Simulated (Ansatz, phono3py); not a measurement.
**BAs (F-43m): lattice thermal conductivity**

How well does the lattice of BAs conduct heat?

Measurements to reproduce:
- thermal conductivity 1160 W/m/K near room temperature (given in “Boron isotope effect on the thermal conductivity of boron arsenide single crystals”, 2019, arxiv:1910.02152)
- thermal conductivity 1000 W/m/K near room temperature (given in “Thermal expansion coefficient and lattice anharmonicity of cubic boron arsenide”, 2019, arxiv:1903.01668)

Program: Ansatz 0.2.0. Level of theory: DFT LDA, scalar-relativistic, plane waves, PAW; PAW set soft_1. Results are calculated unless marked as measured.

## 1. Set-up

Symmetry: F-43m, No. 216, cubic system. The conventional cell has a = 4.777 Å, b = 4.777 Å, c = 4.777 Å, α = 90.00°, β = 90.00°, γ = 90.00°. Nearest to B lie 4 As at 2.07 Å. Nearest to As lie 4 B at 2.07 Å. Farther neighbours are not listed.

## 2. Probe on a coarse mesh

Before spending time, one coarse run tells the gap and the pressure of the starting cell.

Input file input.yaml:

```yaml
crystal:
  lattice:
    - [0.0, 2.3885, 2.3885]
    - [2.3885, 0.0, 2.3885]
    - [2.3885, 2.3885, 0.0]
  atoms:
    - { symbol: B, position: [0.0, 0.0, 0.0] }
    - { symbol: As, position: [0.25, 0.25, 0.25] }
kpoints:
  mp_grid: { grid: [6, 6, 6] }
hamiltonian:
  xc: lda
  pseudopotentials: { kind: paw, azcp: { folder: soft_1 }, xc_functional: pbe }
scf:
  occupations: { method: gaussian, width: 0.1 }
  lower_state_search: "off"
output:
  forces: true
  stress: true
  eigenvalues: true
```

Command:

```
$ ansatz run input.yaml --threads 8 --pin off --max-ram 19456MiB --backend cpu --events-out ev --progress --plain --runs-dir out
```

Numbers of over 12 decimals in the logs are rounded to 6 here.

The log of the run:

```text
Engine: ansatz 0.2.0, aarch64-unknown-linux-gnu
Pseudopotentials: kind: paw
Pseudopotential: B, paw, valence charge 3, recommended cutoff 420 eV (normal), soft_1/B.paw.azcp
Pseudopotential: As, paw, valence charge 15, recommended cutoff 420 eV (normal), soft_1/As.paw.azcp
Functional definition: SPW92
  exchange = slater_x
  correlation = pw_c
Crystal: 2 atoms, lattice volume = 27.252 Å³
Basis set: ecut = 420 eV, 531 PW (Γ)
Bands: 13, of which v1, the nominal top of the filled ones, is band 9 counted from 1 (8 counted from 0)
Symmetry: 24 space group operations
Space group: F-43m (ITA 216), of the structure as read, at distance tolerance 3.0e-5 Å
k-points: 16 of 216 (time reversal used)
Non-local potential: B, projectors of the file, l = 0: 2, l = 1: 2, l = 2: 1
Non-local potential: As, projectors of the file, l = 0: 2, l = 1: 2, l = 2: 3, l = 3: 1
PAW form: soft (Blöchl's): semilocal exchange-correlation on the pseudo side does not see the compensation charge
PAW frozen core: B, regenerated for the run's functional, and the local potential with it (the file was generated under x = pbe(κ = 0.804, μ = 0.219515), c = pbe(β = 0.066725))
PAW frozen core: As, regenerated for the run's functional, and the local potential with it (the file was generated under x = pbe(κ = 0.804, μ = 0.219515), c = pbe(β = 0.066725))
PAW one-centre angular grid: B, 110 points (default); XC on 64 Gauss nodes
PAW one-centre angular grid: As, 590 points (default); XC on 64 Gauss nodes
Initial density: superposition of atomic densities (chi_scale 0.1, normalization cell, long waves kept (reshape's long-wave potential 0.00 eV rms))
Initial wavefunctions: pseudopotential atomic-orbital guess
Functional: x = slater, c = lda
SCF iter   1: F=—  HF=-4924.163078 eV  |F-HF|=—  |Δ(HF+E_count)|=         —  Δρ=7.51e-2  dr2=1.99e0  ethr=3.10e-3  ⟨swp⟩=5.0  Hψ=1144  notcnv=0
preconditioner: auto → none  [insulator: Δε(μ)=1.845 eV  Ē_g=12.427 eV  σ=0.100 eV  W_gap=1.00  n_scr=8 (ndim 8)  ℏωp=20.1 eV  f_vac=0.000  D(μ)=0.00/eV (n_scr^D=0)  ε∞_Penn≈3.6]
SCF iter   2: F=—  HF=-4923.554596 eV  |F-HF|=—  |Δ(HF+E_count)|=   6.08e-1  Δρ=2.51e-2  dr2=1.53e-1  ethr=3.10e-3  ⟨swp⟩=2.8  Hψ=481  notcnv=0
SCF iter   3: F=—  HF=-4923.511359 eV  |F-HF|=—  |Δ(HF+E_count)|=   4.32e-2  Δρ=1.02e-2  dr2=1.94e-2  ethr=8.50e-4  ⟨swp⟩=2.2  Hψ=349  notcnv=0
SCF iter   4: F=—  HF=-4923.507710 eV  |F-HF|=—  |Δ(HF+E_count)|=   3.65e-3  Δρ=4.31e-3  dr2=3.97e-3  ethr=1.08e-4  ⟨swp⟩=2.6  Hψ=398  notcnv=0
SCF iter   5: F=—  HF=-4923.506427 eV  |F-HF|=—  |Δ(HF+E_count)|=   1.28e-3  Δρ=1.04e-3  dr2=1.97e-4  ethr=2.21e-5  ⟨swp⟩=2.2  Hψ=355  notcnv=0
SCF iter   6: F=—  HF=-4923.506392 eV  |F-HF|=—  |Δ(HF+E_count)|=   3.49e-5  Δρ=1.27e-4  dr2=2.42e-6  ethr=1.09e-6  ⟨swp⟩=2.2  Hψ=354  notcnv=0
SCF iter   7: F=—  HF=-4923.506392 eV  |F-HF|=—  |Δ(HF+E_count)|=   7.97e-8  Δρ=6.87e-6  dr2=7.69e-9  ethr=5.56e-10  ⟨swp⟩=4.2  Hψ=1009  notcnv=0
SCF iter   8: F=-4923.506392 eV  HF=-4923.506392 eV  |F-HF|=2.73e-12  |Δ(HF+E_count)|=   1.50e-9  Δρ=3.16e-7  dr2=1.44e-11  ethr=4.27e-11  ⟨swp⟩=2.0  Hψ=636  notcnv=0
SCF 1 converged in 8 iterations: F = -4923.506392 eV  dr2 = 1.44e-11
  greatest PAW one-centre occupation: 0.999 electrons in one spin orbital (limit 2), on the As atom at site 1 (counted from 0), in its partial waves of l = 2
SCF converged after 8 iterations
Free energy (F): -4923.506392 eV
Harris-Foulkes:  -4923.506392 eV  (|F-HF|=2.73e-12)
Internal energy: -4923.506392 eV  (E = F + TS)
E sigma→0 (E₀):  -4923.506392 eV
Fermi energy:    11.030930 eV
--- Per-component energies (eV) ---
  E_band       = -223.931862
  E_kinetic    = 147.411370
  E_local      = -1962.038712  (includes V_loc(G=0)·N_el)
  E_nonlocal   = -380.089799
  E_hartree    = 1103.164599
  E_xc         = -102.999672
  E_vxc        = -112.753862  (∫ρ·V_xc dr)
  E_paw        = -2005.300244  (= ΣΔE_a)
  E_vpaw       = -122.789993  (= ΣTr[D̂ρ^β])
  E_aug_tail   = -0.000001  (compensation charges beyond the density's cutoff)
  E_ewald      = -1725.774997
  E_core_change = 2.121063  (= ΣΔE_core)
  E_smearing   = -0.000000  (= −TS)
  E_closure    = -0.000000  (closes the sum)
  Σ components = -4923.506392   (vs F -4923.506392, Δ=0.00e0)
--- Forces (eV/Å), atoms counted from 1 ---
  atom   1  B      0.00000000     0.00000000    -0.00000000
  atom   2  As     0.00000000    -0.00000000     0.00000000
  max |Σ_I F_I| component: 6.03e-16 eV/Å
--- Stress (GPa, compression-positive) ---
       -3.930226      -0.000000      -0.000000
        0.000000      -3.930226       0.000000
       -0.000000       0.000000      -3.930226
  P = ⅓ Tr σ = -3.9302 GPa (-39.302 kbar)
--- Band table (eV; the first three rows and the last of 16) ---
  k-point 0: bands = [... 5 lower, -4.9721, 10.4195, 10.4195, 10.4195, 13.6693, 13.6693, 13.6693, 15.0634]
  k-point 1: bands = [... 5 lower, -4.5214, 7.4717, 9.7394, 9.7394, 13.6790, 14.5532, 14.5532, 17.0115]
  k-point 2: bands = [... 5 lower, -3.2636, 3.7041, 8.9082, 8.9082, 13.2552, 15.2228, 15.2228, 18.9712]
  k-point 15: bands = [... 5 lower, -0.7422, 2.3431, 5.2646, 5.4578, 14.1740, 14.3180, 19.0363, 19.2023]
```

It took 0.99 s on 8 threads of Arm Neoverse V1, shared host; peak memory 0.28 GiB.

The column dr2 measures how far the density is from self-consistency, as an energy; F and HF (Harris–Foulkes) agree once it is small.

A gap read on the k-mesh alone can miss the band edges.

This step gave:

```
pressure          : -3.930 GPa
gap on the k-mesh : 1.228 eV
volume per atom   : 13.63 Å³/atom
```

The start is under -3.9 GPa at this level and looks like an insulator or semiconductor on this mesh.

## 3. Finding the static equilibrium

Phonons are second derivatives about a minimum, so cell and atoms are relaxed first, inside the symmetry of the start.

input.yaml, the sections that differ from step 2:

```yaml
kpoints:
  mp_grid: { grid: [10, 10, 10] }
scf:
  occupations: { method: gaussian, width: 0.02 }
  lower_state_search: "off"
relax:
  adjacent_minimum: "off"
  f_tol: 0.005
  max_steps: 80
  cell: { stress_tol: 0.05 }
# crystal, hamiltonian, output: as in step 2
```

The log of the run:

```text
[...]
Crystal: 2 atoms, lattice volume = 27.252 Å³
Basis set: ecut = 420 eV, 531 PW (Γ)
Bands: 13, of which v1, the nominal top of the filled ones, is band 9 counted from 1 (8 counted from 0)
Symmetry: 24 space group operations
[...]
k-points: 47 of 1000 (time reversal used)
[...]
SCF iter   1: F=—  HF=-4924.176128 eV  |F-HF|=—  |Δ(HF+E_count)|=         —  Δρ=7.48e-2  dr2=1.97e0  ethr=3.10e-3  ⟨swp⟩=5.7  Hψ=3445  notcnv=0
[...]
SCF iter   8: F=-4923.525253 eV  HF=-4923.525253 eV  |F-HF|=6.37e-12  |Δ(HF+E_count)|=   1.29e-9  Δρ=3.28e-7  dr2=1.40e-11  ethr=3.95e-11  ⟨swp⟩=2.0  Hψ=1860  notcnv=0
SCF 1 converged in 8 iterations: F = -4923.525253 eV  dr2 = 1.40e-11
[...]
relax step   1: F+E_penalty+E_count = -4923.52525330 eV  Δ(F+E_penalty+E_count) = +0.000e0 eV  max|allowed force component| = 2.151e-16 eV/Å  Δτ_max = 0.0000 Å  P = -3.962 GPa  Ω = 27.252 Å³  (8 SCF iters, dr2 threshold 1.00e-7 eV, accepted)
Crystal: 2 atoms, lattice volume = 26.690 Å³
[...]
iter 1 solved again at ethr=2.43e-5 eV; its pass at ethr=3.10e-3 eV (dr2=4.38e-3 eV) is discarded
[...]
SCF iter   5: F=-4923.534555 eV  HF=-4923.534555 eV  |F-HF|=2.07e-8  |Δ(HF+E_count)|=   5.17e-7  Δρ=1.75e-5  dr2=5.19e-8  ethr=1.11e-9  ⟨swp⟩=5.4  Hψ=2882  notcnv=0
SCF 2 converged in 5 iterations: F = -4923.534555 eV  dr2 = 5.19e-8
relax step   2: F+E_penalty+E_count = -4923.53455472 eV  Δ(F+E_penalty+E_count) = -9.301e-3 eV  max|allowed force component| = 6.708e-17 eV/Å  Δτ_max = 0.0000 Å  P = -1.101 GPa  Ω = 26.690 Å³  energy of the carried Pulay correction = +3.259e-4 eV  (5 SCF iters, dr2 threshold 2.00e-7 eV, accepted)
Crystal: 2 atoms, lattice volume = 26.480 Å³
[...]
SCF iter   5: F=-4923.535372 eV  HF=-4923.535372 eV  |F-HF|=3.07e-9  |Δ(HF+E_count)|=   9.86e-8  Δρ=7.51e-6  dr2=1.04e-8  ethr=1.11e-9  ⟨swp⟩=5.0  Hψ=2810  notcnv=0
SCF 3 converged in 5 iterations: F = -4923.535372 eV  dr2 = 1.04e-8
relax step   3: F+E_penalty+E_count = -4923.53537246 eV  Δ(F+E_penalty+E_count) = -8.177e-4 eV  max|allowed force component| = 6.679e-17 eV/Å  Δτ_max = 0.0000 Å  P = +0.050 GPa  Ω = 26.480 Å³  energy of the carried Pulay correction = +4.495e-4 eV  (5 SCF iters, dr2 threshold 2.00e-7 eV, accepted)
[...]
SCF iter   5: F=-4923.534962 eV  HF=-4923.534962 eV  |F-HF|=5.46e-12  |Δ(HF+E_count)|=  4.73e-11  Δρ=2.79e-7  dr2=3.29e-12  ethr=1.00e-12  ⟨swp⟩=5.3  Hψ=2288  notcnv=0
SCF 4 converged in 5 iterations: F = -4923.534962 eV  dr2 = 3.29e-12
relax step   4: F+E_penalty+E_count = -4923.53496194 eV  Δ(F+E_penalty+E_count) = +4.105e-4 eV  max|allowed force component| = 7.922e-17 eV/Å  Δτ_max = 0.0000 Å  P = +0.030 GPa  Ω = 26.480 Å³  stress off target by 3.05e-2 GPa  SCF on the basis re-selected at this cell (its energy is not comparable with the rows above)  (5 SCF iters)
basis re-selected at this cell: Δ(F+E_penalty+E_count) = +4.105e-4 eV, ΔP = -0.019 GPa vs the last step (what re-selecting the basis moved, of the pressure what is left beyond the Pulay correction that the steps carried, after the strain that the cell walked since its last selection, with what the two solves' SCF thresholds leave and, on support functions, any second-order correction that the steps lacked; it is no m [...]
SCF converged after 5 iterations
Free energy (F): -4923.534962 eV
[...]
Internal energy: -4923.534962 eV  (E = F + TS)
E sigma→0 (E₀):  -4923.534962 eV
Fermi energy:    11.416131 eV
[...]
--- Stress (GPa, compression-positive) ---
        0.030488      -0.000000       0.000000
        0.000000       0.030488       0.000000
        0.000000       0.000000       0.030488
  P = ⅓ Tr σ = 0.0305 GPa (0.305 kbar)
--- Band table (eV; the first three rows and the last of 47) ---
  k-point 0: bands = [... 5 lower, -4.7887, 10.8638, 10.8638, 10.8638, 14.1535, 14.1535, 14.1535, 15.8767]
  k-point 1: bands = [... 5 lower, -4.6210, 9.4565, 10.5528, 10.5528, 14.3424, 14.5618, 14.5618, 16.6913]
  k-point 2: bands = [... 5 lower, -4.1257, 7.0528, 9.9637, 9.9637, 14.1777, 15.2925, 15.2925, 18.2135]
  k-point 46: bands = [... 5 lower, -0.3715, 2.7436, 5.3306, 5.5883, 15.3778, 15.7239, 18.8422, 18.8445]
--- Relaxed structure (3 steps of the walk, 3 accepted, 1 SCFs on fresh bases) ---
  F+E_penalty+E_count = -4923.53496194 eV   max|allowed force component| = 7.922e-17 eV/Å   (the final SCF, on the basis selected at the relaxed cell)
  cell:  # Å, volume = 26.4799 Å³
    - [0, 2.365713, 2.365713]
    - [2.365713, 0, 2.365713]
    - [2.365713, 2.365713, 0]
  atoms:
    - { symbol: B, position: [0, 0, 0] }
    - { symbol: As, position: [0.25, 0.25, 0.25] }
```

It took 1.8 s on 8 threads; peak memory 0.34 GiB.

Step by step:

| step | energy less that of the first step (eV) | largest force component (eV/Å) | pressure (GPa) | volume (Å³) |
| --- | --- | --- | --- | --- |
| 1 | 0.0000 | 0.0000 | -3.96 | 27.25 |
| 2 | -0.0093 | 0.0000 | -1.10 | 26.69 |
| 3 | -0.0101 | 0.0000 | 0.05 | 26.48 |
| 4* | -0.0097 | 0.0000 | 0.03 | 26.48 |

Relaxation steps marked * repeat the geometry before them on a plane-wave basis chosen anew for their cell, so energy and pressure can jump there.

The run keeps the 24 symmetry operations that it works with, so distortions that break them were not tested.

| conventional cell, symmetrised | before | after | change |
| --- | --- | --- | --- |
| a (Å) | 4.777 | 4.731 | -1.0 % |
| b (Å) | 4.777 | 4.731 | -1.0 % |
| c (Å) | 4.777 | 4.731 | -1.0 % |
| volume (Å³/atom) | 13.63 | 13.24 | -2.8 % |

Final coordinates:

```cif
data_structure
_symmetry_space_group_name_H-M 'P 1'
_symmetry_Int_Tables_number 1
_cell_length_a 3.3456
_cell_length_b 3.3456
_cell_length_c 3.3456
_cell_angle_alpha 60.000
_cell_angle_beta 60.000
_cell_angle_gamma 60.000
_cell_volume 26.48
loop_
_atom_site_label
_atom_site_type_symbol
_atom_site_fract_x
_atom_site_fract_y
_atom_site_fract_z
_atom_site_occupancy
B1 B 0.00000 0.00000 0.00000 1
As2 As 0.25000 0.25000 0.25000 1
```

Numbers from this step:

* pressure: 0.03049 GPa
* gap on the k-mesh: 1.105 eV
* volume per atom: 13.24 Å³/atom

The relaxation ends with a pressure of 0.03 GPa.

(Continued in part 2 of 5.)

[Logs are printed without paths, hosts, clocks, repeated set-up lines and the standing remarks that a program may print on its own settings, such as how far it seeks lower states.]

[Hosts, paths, dates, database ids (printed as entryN), source tags and the programs' standing remarks are cut or masked in the printed files.]

[A step with changed settings may run another functional than the one named; its input shows which.]

[Pressures of single members of a volume series are the stress at the run's cutoff; with an incomplete basis they can lie off −dE/dV of the same runs, and they are not shown converged.]
